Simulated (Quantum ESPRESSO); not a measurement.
**ZnO (wurtzite): which axis gives way under pressure?**

Cell and atoms of wurtzite ZnO are relaxed at set pressures, to see how each axis shrinks. The real crystal leaves this structure near 10.1 GPa (pmc:4865855), so the highest rows describe a metastable cell.

Calculated with Quantum ESPRESSO 7.5, PBEsol, GBRV 1.5 ultrasoft potentials, cutoff 680 eV, Fermi–Dirac smearing 0.02 eV, k-mesh 10×10×6, no spin polarisation, no spin-orbit coupling.

The series also meant to hold 30 (pressure); those runs didn't finish, missed their thresholds or give no value for this table.

Reference cell, relaxed at zero pressure with PBEsol (P6_3mc): a = 3.2308 Å, b = 3.2308 Å, c = 5.2138 Å, α = 90.00°, β = 90.00°, γ = 120.00°.

```
atom       x       y       z
  Zn  0.3333  0.6667  0.9996
  Zn  0.6667  0.3333  0.4996
   O  0.6667  0.3333  0.1206
   O  0.3333  0.6667  0.6206
```

```
P (GPa)   a (Å)   c (Å)     c/a
   0.07  3.2306  5.2136  1.6138
   4.92  3.1974  5.1598  1.6137
   9.82  3.1684  5.1128  1.6137
  14.74  3.1426  5.0709  1.6136
  19.65  3.1194  5.0333  1.6136
```

**Question.** Give the linear compressibility of each axis at zero pressure, and the edges at −3.96 GPa, a row left out above.

Least squares with l = l0 + l1 P + l2 P² gives for a: l0 = 3.2309 Å, l1 = −7.070e−3 Å/GPa, l2 = 7.16e−5 Å/GPa², so β = −l1/l0 = 2.188 × 10⁻³ GPa⁻¹ and the withheld edge is 3.2600 Å. This extrapolates past the fitted rows. The run itself gives 3.2616 Å, so the estimate misses by 0.0016 Å, more than the largest misfit of the fitted rows (0.0004 Å).

Least squares with l = l0 + l1 P + l2 P² gives for c: l0 = 5.2141 Å, l1 = −1.146e−2 Å/GPa, l2 = 1.16e−4 Å/GPa², so β = −l1/l0 = 2.197 × 10⁻³ GPa⁻¹ and the withheld edge is 5.2612 Å. This extrapolates past the fitted rows. The run itself gives 5.2642 Å, so the estimate misses by 0.0030 Å, more than the largest misfit of the fitted rows (0.0007 Å).

The compressibilities add to the volume compressibility, 2β_a + β_c = 6.574 × 10⁻³ GPa⁻¹, or B0 ≈ 152 GPa; a parabola over so wide a range errs a few per cent to the stiff side. The axes shrink nearly alike.

[Logs are printed without paths, hosts, clocks, repeated set-up lines and the standing remarks that a program may print on its own settings, such as how far it seeks lower states.]
